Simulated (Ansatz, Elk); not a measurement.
# Be5Ga3: X-ray structure factors from the self-consistent density

The structure of Be5Ga3 used here is made up (a known structure type with other elements) and was relaxed beforehand with PBE. The aim is the Fourier transform of its all-electron density, F(hkl), set beside the sum over free spherical atoms that refinements use.

Method: DFT, PBE, all-electron APW+lo, Dirac cores, scalar-relativistic bands, static density, no spin, in Elk 11.2.3 (patched build).

The structure was built from a prototype and need not be the compound's stable phase.

### 1. The structure

It takes space group Cmmm (No. 65, orthorhombic). The conventional cell has a = 7.134 Å, b = 7.285 Å, c = 3.612 Å, α = 90.00°, β = 90.00°, γ = 90.00°. Nearest to Ga lie 10 Be at 2.41 to 2.69 Å and 2 Ga at 2.68 Å. Nearest to Ga lie 8 Be at 2.55 to 2.56 Å and 4 Ga at 2.68 Å. Nearest to Be lie 6 Ga at 2.41 to 2.69 Å and 6 Be at 2.51 to 2.57 Å. Nearest to Be lie 6 Ga at 2.54 to 2.55 Å and 6 Be at 2.55 to 2.57 Å. Be has 4 Ga at 2.46 Å and 8 Be at 2.51 to 2.55 Å nearest. Farther neighbours are not listed.

### 2. Ground state and structure factors

An all-electron density is needed, since X-rays see the cores too. Task 0 finds the density and task 195 Fourier-transforms it; tshift is off so that phases refer to the origin typed.

elk.in

```
tasks
  0
  195

xctype
  20

spinpol
  .false.

rgkmax
  7.0

gmaxvr
  14.0

lmaxo
  7

lmaxapw
  8

swidth
  0.002

tshift
  .false.

ramdisk
  .false.

hmaxvr
  5.5

maxscl
  120

epspot
  1e-06

sppath
  './'

avec
  6.74099268558 -6.88358850972 0.00000000000
  6.74099268558 6.88358850972 0.00000000000
  0.00000000000 -0.00000000000 6.82663251501

atoms
  2
  'Ga.in'
  3
  0.2284525853 0.7715474147 0.5000000000   0.000000 0.000000 0.000000
  0.7715474147 0.2284525853 0.5000000000   0.000000 0.000000 0.000000
  0.5000000000 0.5000000000 0.0000000000   0.000000 0.000000 0.000000
  'Be.in'
  5
  0.7547704391 0.7547704391 0.5000000000   0.000000 0.000000 0.000000
  0.2452295609 0.2452295609 0.5000000000   0.000000 0.000000 0.000000
  0.5000000000 0.0000000000 0.0000000000   0.000000 0.000000 0.000000
  0.0000000000 0.5000000000 0.0000000000   0.000000 0.000000 0.000000
  -0.0000000000 -0.0000000000 0.0000000000   0.000000 0.000000 0.000000

ngridk
  5 5 6
```

The run is started by

```bash
> OMP_NUM_THREADS=4 elk
```

Numbers of over 12 decimals in the logs are rounded to 6 here.

The program printed:

```text
┌─────────────────────────┐
│ Elk code version 11.2.3 │
└─────────────────────────┘

All units are atomic (Hartree, Bohr, etc.)

┌─────────────────────────────────────────────────┐
│ Ground-state run starting from atomic densities │
└─────────────────────────────────────────────────┘

Lattice vectors :
   6.740992686      -6.883588510       0.000000000
   6.740992686       6.883588510       0.000000000
   0.000000000      -0.000000000       6.826632515

Reciprocal lattice vectors :
  0.4660430296     -0.4563887933      -0.000000000
  0.4660430296      0.4563887933       0.000000000
  -0.000000000       0.000000000      0.9203930772

Unit cell volume      :    633.5418048
Brillouin zone volume :   0.3915293538

Muffin-tin inner radius fraction :   0.1000000000E-01

Nuclei treated as point charges

Species : 1 (Ga)
 parameters loaded from : Ga.in
 name : gallium
 nuclear charge    :   -31.00000000
 electronic charge :    31.00000000
 atomic mass :    127097.2539
 muffin-tin radius :    2.400000000
 number of radial points in muffin-tin :    993
 inner part over the whole radius :   0.9952882137E-02
 number on inner part of muffin-tin    :    702
 approximate nuclear radius :   0.7562051033E-04
 number of mesh points to nuclear radius :    339
 atomic positions (lattice), magnetic fields (Cartesian) :
  1 :   0.22845259 -0.22845259  0.50000000    0.00000000  0.00000000  0.00000000
  2 :  -0.22845259  0.22845259  0.50000000    0.00000000  0.00000000  0.00000000
  3 :   0.50000000  0.50000000  0.00000000    0.00000000  0.00000000  0.00000000

Species : 2 (Be)
 parameters loaded from : Be.in
 name : beryllium
 nuclear charge    :   -4.000000000
 electronic charge :    4.000000000
 atomic mass :    16428.20280
 muffin-tin radius :    1.800000000
 number of radial points in muffin-tin :    593
 inner part over the whole radius :   0.9826427374E-02
 number on inner part of muffin-tin    :    403
 approximate nuclear radius :   0.4290726161E-04
 number of mesh points to nuclear radius :    156
 atomic positions (lattice), magnetic fields (Cartesian) :
  1 :  -0.24522956 -0.24522956  0.50000000    0.00000000  0.00000000  0.00000000
  2 :   0.24522956  0.24522956  0.50000000    0.00000000  0.00000000  0.00000000
  3 :   0.50000000  0.00000000  0.00000000    0.00000000  0.00000000  0.00000000
  4 :   0.00000000  0.50000000  0.00000000    0.00000000  0.00000000  0.00000000
  5 :   0.00000000  0.00000000  0.00000000    0.00000000  0.00000000  0.00000000

Total number of atoms per unit cell :    8
Total muffin-tin volume :    295.8626297
 ratio of muffin-tin to unit cell volume :   0.4669978011

Spin treatment :
 spin-unpolarised

Number of Bravais lattice symmetries :    8
Number of crystal symmetries         :    8
Crystal has inversion symmetry
Real symmetric eigensolver will be used

k-point grid :      5     5     6
k-point offset :    0.000000000       0.000000000       0.000000000
k-point set is reduced with full crystal symmetry group
Total number of k-points :       36

Muffin-tin radius times maximum |G+k| :    7.000000000
 using average radius
Maximum |G+k| for APW functions       :    3.456790123
Maximum (1/2)|G+k|²                   :    5.974698979
Maximum |G| for potential and density :    14.00000000
Constant for pseudocharge density :    8
 order of it for each species :   15  15
 order of it for pair densities of each species (exact exchange by exxq0 0: 16) :   14   6
Radial integration step length :    1

G-vector grid sizes :     45    45    32
Number of G-vectors :    29359

Maximum angular momentum used for
 APW functions            :    8
 outer part of muffin-tin :    7
 inner part of muffin-tin :    2

Total nuclear charge    :   -113.0000000
Total core charge       :    64.00000000
Total valence charge    :    49.00000000
Total excess charge     :    0.000000000
Total electronic charge :    113.0000000

Effective Wigner radius, rₛ :    1.102053661

Number of empty states         :     32
[...]
xc potential                :     -302.74785707791
 exchange                    :     -235.93018771526
 correlation                 :     -5.233456
 electron entropic           :    -0.57459249252539E-03
 total energy                :     -5909.6442304462

Density of states at Fermi energy :    41.58447057
 (states/Hartree/unit cell)

Estimated indirect band gap :   0.2257151639E-02
 from k-point 33 to k-point 34
Estimated direct band gap   :   0.6756287491E-02
 at k-point 34

Charges :
 core                        :    64.00000000
 valence                     :    49.00000000
 interstitial                :    10.07254721
 muffin-tins (core leakage)
  species : 1 (Ga)
[...]
species : 2 (Be)
[...]
total in muffin-tins        :    102.9274528
 total calculated charge     :    112.9916642
 total charge                :    113.0000000
 error                       :   0.8335756388E-02

RMS change in Kohn-Sham potential (target) :    6.522380380     (  0.1000000000E-05)
Absolute change in total energy (target)   :    2.772673994     (  0.1000000000E-03)

[... loops 3 to 14 left out ...]

┌──────────────────┐
│ Loop number : 15 │
└──────────────────┘

Energies :
 Fermi                       :     0.259711
 sum of occupied eigenvalues :     -3376.9922007376
 electron kinetic            :      6021.1204426512
 core electron kinetic       :      5612.0959110691
 Coulomb                     :     -11685.648682020
 Coulomb potential           :     -9084.2067650157
 nuclear-nuclear             :     -760.06825442724
 electron-nuclear            :     -12783.447758213
 Hartree                     :      1857.8673306205
 Madelung                    :     -7143.5452995118
 xc potential                :     -313.90587837308
 exchange                    :     -236.35759750437
 correlation                 :     -5.237170
 electron entropic           :    -0.64793604716533E-03
 total energy                :     -5906.1236550058

Density of states at Fermi energy :    48.76850748
 (states/Hartree/unit cell)

Estimated indirect band gap :   0.2524521087E-02
 from k-point 6 to k-point 29
Estimated direct band gap   :   0.8576265864E-02
 at k-point 29

Charges :
 core                        :    64.00000000
 valence                     :    49.00000000
 interstitial                :    9.845959475
 muffin-tins (core leakage)
  species : 1 (Ga)
[...]
species : 2 (Be)
[...]
total in muffin-tins        :    103.1540405
 total calculated charge     :    112.9919163
 total charge                :    113.0000000
 error                       :   0.8083729338E-02

RMS change in Kohn-Sham potential (target) :   0.4868062854E-06 (  0.1000000000E-05)
Absolute change in total energy (target)   :   0.1629069448E-04 (  0.1000000000E-03)

Convergence targets achieved

┌──────────────────┐
│ Loop number : 16 │
└──────────────────┘

Energies :
 Fermi                       :     0.259711
 sum of occupied eigenvalues :     -3376.9922030171
 electron kinetic            :      6021.1204434313
 core electron kinetic       :      5612.0959102070
 Coulomb                     :     -11685.648685000
 Coulomb potential           :     -9084.2067648781
 nuclear-nuclear             :     -760.06825442724
 electron-nuclear            :     -12783.447764278
 Hartree                     :      1857.8673337046
 Madelung                    :     -7143.5453025611
 xc potential                :     -313.90588157030
 exchange                    :     -236.35759771353
 correlation                 :     -5.237170
 electron entropic           :    -0.64793596332644E-03
 total energy                :     -5906.1236574168

Density of states at Fermi energy :    48.76849922
 (states/Hartree/unit cell)

Estimated indirect band gap :   0.2524524488E-02
 from k-point 6 to k-point 29
Estimated direct band gap   :   0.8576269907E-02
 at k-point 29

Charges :
 core                        :    64.00000000
 valence                     :    49.00000000
 interstitial                :    9.845959456
 muffin-tins (core leakage)
  species : 1 (Ga)
[...]
species : 2 (Be)
[...]
atom 3                    :    2.707229723     (  0.1116794708E-02)
   atom 4                    :    2.707229723     (  0.1116794708E-02)
   atom 5                    :    2.733666542     (  0.1124722576E-02)
 total in muffin-tins        :    103.1540405
 total calculated charge     :    112.9919163
 total charge                :    113.0000000
 error                       :   0.8083729270E-02

┌──────────────────────────────┐
│ Self-consistent loop stopped │
└──────────────────────────────┘

Warning : core states of species 1 leak from the muffin-tin :   0.7660312249E-03

Warning : core states of species 2 leak from the muffin-tin :   0.1124722576E-02

Wrote STATE.OUT
```

It took 34 s on 4 threads of Intel Xeon at 2.60GHz (Ice Lake), shared host; peak memory 0.22 GiB; 1.8 min of CPU time.

SFACRHO.OUT:

```text

h k l indices transformed by vhmat matrix:
   1.000000000       0.000000000       0.000000000    
   0.000000000       1.000000000       0.000000000    
   0.000000000       0.000000000       1.000000000    

      h      k      l  multipl.   |H|            Re(F)            Im(F)           |F|

      0      0      0      1   0.0000000       113.00000      0.54985434E-16   113.00000    
      0     -1      0      4  0.65229352      -17.589636      0.81340765E-14   17.589636    
     -1      1      0      2  0.91277759      -22.580804      0.10229970E-13   22.580804    
      0      0     -1      2  0.92039308      -24.548122     -0.66497775E-14   24.548122    
     -1     -1      0      2  0.93208606       73.538786      0.51474093E-14   73.538786    
     -1      0      1      8   1.1281003      -30.833521      0.73448976E-14   30.833521    
     -1      1      1      4   1.2962586       66.862451     -0.36467856E-14   66.862451    
      2      0      0      4   1.3045870      -21.005305      0.27956495E-13   21.005305    
      1      1     -1      4   1.3099267      -22.817502      0.30037300E-13   22.817502    
      1     -2      0      4   1.4463100      -41.244221     -0.69976492E-15   41.244221    
      2      1      0      4   1.4707330      -15.993435     -0.33486869E-13   15.993435    
      0     -2      1      8   1.5965810       77.720638      0.14814248E-13   77.720638    
      2     -1     -1      8   1.7143326      -3.0849880      0.70043640E-15   3.0849880    
      1      2     -1      8   1.7349868      -26.601761     -0.23031598E-13   26.601761    
     -2      2      0      2   1.8255552       68.693139     -0.14822467E-13   68.693139    
      0      0     -2      2   1.8407862       74.755222      0.12095341E-13   74.755222    
     -2     -2      0      2   1.8641721       74.341847      0.74973110E-14   74.341847    
     -1      0      2      8   1.9529415      -13.936540      0.65850227E-14   13.936540
```

Elk indexes on the primitive cell of elk.in and gives |H| = 4π sin θ/λ in inverse bohr. Below, one row stands for each form hkl of the conventional cell (m members, Friedel mates merged), F is for one primitive cell and the density is static (no thermal factor). Free-atom factors are Waasmaier and Kirfel's, and R is Σm||F|−|F'||/Σm|F|.

```
hkl  m  sin θ/λ (Å⁻¹)  abs F, DFT  neutral atoms   diff.
110  4          0.098      17.590         17.718  -0.128
020  2          0.137      22.581         22.670  -0.089
001  2          0.138      24.548         24.625  -0.077
200  2          0.140      73.539         73.740  -0.201
111  8          0.170      30.834         30.913  -0.080
021  4          0.195      66.862         67.225  -0.362
220  4          0.196      21.005         21.147  -0.142
201  4          0.197      22.817         22.965  -0.148
130  4          0.217      41.244         41.443  -0.199
310  4          0.221      15.993         16.060  -0.067
221  8          0.240      77.721         78.184  -0.463
131  8          0.258       3.085          3.116  -0.031
311  8          0.261      26.602         26.863  -0.261
040  2          0.275      68.693         69.431  -0.738
002  2          0.277      74.755         75.566  -0.810
400  2          0.280      74.342         75.139  -0.797
112  8          0.294      13.937         14.039  -0.103
330  4          0.294      37.115         37.426  -0.311
041  4          0.307      13.374         13.489  -0.115
240  4          0.308      52.163         52.566  -0.404
022  4          0.309      17.832         17.977  -0.145
202  4          0.310      57.998         58.447  -0.449
```

### 3. The highest occupied states alone

An energy window below the Fermi level keeps the highest occupied states, to see at which angles they scatter; shallow core shells can lie inside it and anion s states outside. No new self-consistency is needed.

Edit elk.in of step 2 so:

```diff
@@ -1,3 +1,2 @@
 tasks
-  0
   195
@@ -40,2 +39,5 @@
 
+wsfac
+  -0.107780 0.559710
+
 sppath
```

The run is started by

```bash
> OMP_NUM_THREADS=4 elk
```

The program printed:

```text
┌─────────────────────────────────┐
│ Elk code version 11.2.3 started │
└─────────────────────────────────┘

Info(readinput): the functional depends on the density's gradient
 muffin-tin radial points multiplied by    2.00000
 (not where nrmtscf is given)

┌────────────────────┐
│ Current task : 195 │
└────────────────────┘

Info(sfacrho): density structure factors written to SFACRHO.OUT

 Energy window :  -0.1077800000      0.5597100000

┌──────────────────┐
│ Elk code stopped │
└──────────────────┘
```

Elapsed: 7.2 s, on 4 threads; peak memory 0.16 GiB; 8.5 s of CPU time.

States within 10 eV below the Fermi level hold 17.81 electrons; any levels below the window count with the cores, and a count that is not whole means the window cuts a band. Their amplitudes can exceed the total, where window and core parts have opposite phase:

```
hkl  sin θ/λ (Å⁻¹)  abs F, window  abs F, all
110          0.098          0.235      17.590
020          0.137          0.168      22.581
001          0.138          0.246      24.548
200          0.140          0.655      73.539
111          0.170          0.321      30.834
021          0.195          0.183      66.862
220          0.196          0.022      21.005
201          0.197          0.049      22.817
130          0.217          0.208      41.244
310          0.221          0.040      15.993
```

### 4. Another functional

The difference from free atoms is small, so it is set against the change that LDA (Perdew-Wang) makes.

Edit elk.in of step 3 so:

```diff
@@ -1,2 +1,3 @@
 tasks
+  0
   195
@@ -4,3 +5,3 @@
 xctype
-  20
+  3
 
@@ -39,5 +40,2 @@
 
-wsfac
-  -0.107780 0.559710
-
 sppath
```

The run is started by

```bash
> OMP_NUM_THREADS=4 elk
```

The program printed:

```text
┌─────────────────────────┐
│ Elk code version 11.2.3 │
└─────────────────────────┘

All units are atomic (Hartree, Bohr, etc.)

┌─────────────────────────────────────────────────┐
│ Ground-state run starting from atomic densities │
└─────────────────────────────────────────────────┘

Lattice vectors :
   6.740992686      -6.883588510       0.000000000
   6.740992686       6.883588510       0.000000000
   0.000000000      -0.000000000       6.826632515

Reciprocal lattice vectors :
  0.4660430296     -0.4563887933      -0.000000000
[...]
species : 2 (Be)
[...]
atom 4                    :    2.708236971     (  0.1214449826E-02)
   atom 5                    :    2.736900654     (  0.1223971785E-02)
 total in muffin-tins        :    103.2637641
 total calculated charge     :    112.9913477
 total charge                :    113.0000000
 error                       :   0.8652343432E-02

┌──────────────────────────────┐
│ Self-consistent loop stopped │
└──────────────────────────────┘

Warning : core states of species 1 leak from the muffin-tin :   0.7866631486E-03

Warning : core states of species 2 leak from the muffin-tin :   0.1223971785E-02

Wrote STATE.OUT
[key lines of the parts left out:]
total energy                :     -5896.9273204295
```

Wall time 25 s (4 threads); peak memory 0.19 GiB; 82 s of CPU time.

Against the first run R = 0.09 %; the largest change is -0.095 at 402.

### 5. Basis size

The basis and the expansions that go with it are enlarged, to see whether the differences are converged.

Edit elk.in of step 4 so:

```diff
@@ -5,3 +5,3 @@
 xctype
-  3
+  20
 
@@ -11,12 +11,12 @@
 rgkmax
-  7.0
+  8.5
 
 gmaxvr
-  14.0
+  18.0
 
 lmaxo
-  7
+  9
 
 lmaxapw
-  8
+  10
```

The run is started by

```bash
> OMP_NUM_THREADS=4 elk
```

The program printed:

```text
┌─────────────────────────┐
│ Elk code version 11.2.3 │
└─────────────────────────┘

All units are atomic (Hartree, Bohr, etc.)

┌─────────────────────────────────────────────────┐
│ Ground-state run starting from atomic densities │
└─────────────────────────────────────────────────┘

Lattice vectors :
   6.740992686      -6.883588510       0.000000000
   6.740992686       6.883588510       0.000000000
   0.000000000      -0.000000000       6.826632515

Reciprocal lattice vectors :
  0.4660430296     -0.4563887933      -0.000000000
[...]
species : 2 (Be)
[...]
atom 4                    :    2.707673051     (  0.1116931032E-02)
   atom 5                    :    2.734101556     (  0.1124843740E-02)
 total in muffin-tins        :    103.1586379
 total calculated charge     :    112.9921314
 total charge                :    113.0000000
 error                       :   0.7868589695E-02

┌──────────────────────────────┐
│ Self-consistent loop stopped │
└──────────────────────────────┘

Warning : core states of species 1 leak from the muffin-tin :   0.7659635098E-03

Warning : core states of species 2 leak from the muffin-tin :   0.1124843740E-02

Wrote STATE.OUT
[key lines of the parts left out:]
total energy                :     -5906.1263596966
```

The job ended after 1.7 min (4 threads; peak memory 0.44 GiB).

Against the first run R = 0.00 %; the largest change is -0.003 at 004.

### 6. Settings against the effect

```
                              run  R against the first run (%)  R against neutral atoms, low angle (%)  wall time
                    PBE, rgkmax 7                         0.00                                    0.66       34 s
                LDA (Perdew-Wang)                         0.09                                    0.66       25 s
rgkmax 8.5 with larger expansions                         0.00                                    0.66    1.7 min
```

### 7. Results

```
R against neutral atoms, sin θ/λ < 0.3 Å⁻¹ : 0.66 %
R against neutral atoms, 0.3 to 0.65 Å⁻¹   : 0.22 %
```

**Reading.** Independent neutral atoms miss the calculated amplitudes by R = 0.66 % below 0.3 Å⁻¹ and 0.22 % from there to 0.65 Å⁻¹; by shells, 0.40 % below 0.15 Å⁻¹ (4 forms), 0.69 % 0.15 to 0.3 (14 forms), 0.39 % 0.3 to 0.45 (38 forms), 0.15 % above 0.45 (93 forms). Bonding, aspherical density and the tables' own atoms all enter these figures, and the runs don't part them. The largest change of an amplitude is -0.81 electrons, at 002. The window's part falls from 17.8 electrons at the origin to at most 0.26 between 0.45 and 0.65 Å⁻¹. Below 0.3 Å⁻¹ the changes that finished (LDA (Perdew-Wang) and rgkmax 8.5 with larger expansions) move F by R = 0.04 % at most, against the 0.66 % that separates it from free atoms. The k-mesh has no finished test. Part of the difference isn't bonding: the tables are fits to free atoms and ions calculated by other methods than this functional. Thermal motion, anomalous dispersion and extinction are left out.

[Logs are printed without paths, hosts, clocks, repeated set-up lines and the standing remarks that a program may print on its own settings, such as how far it seeks lower states.]

[Hosts, paths, dates, database ids (printed as entryN), source tags and the programs' standing remarks are cut or masked in the printed files.]
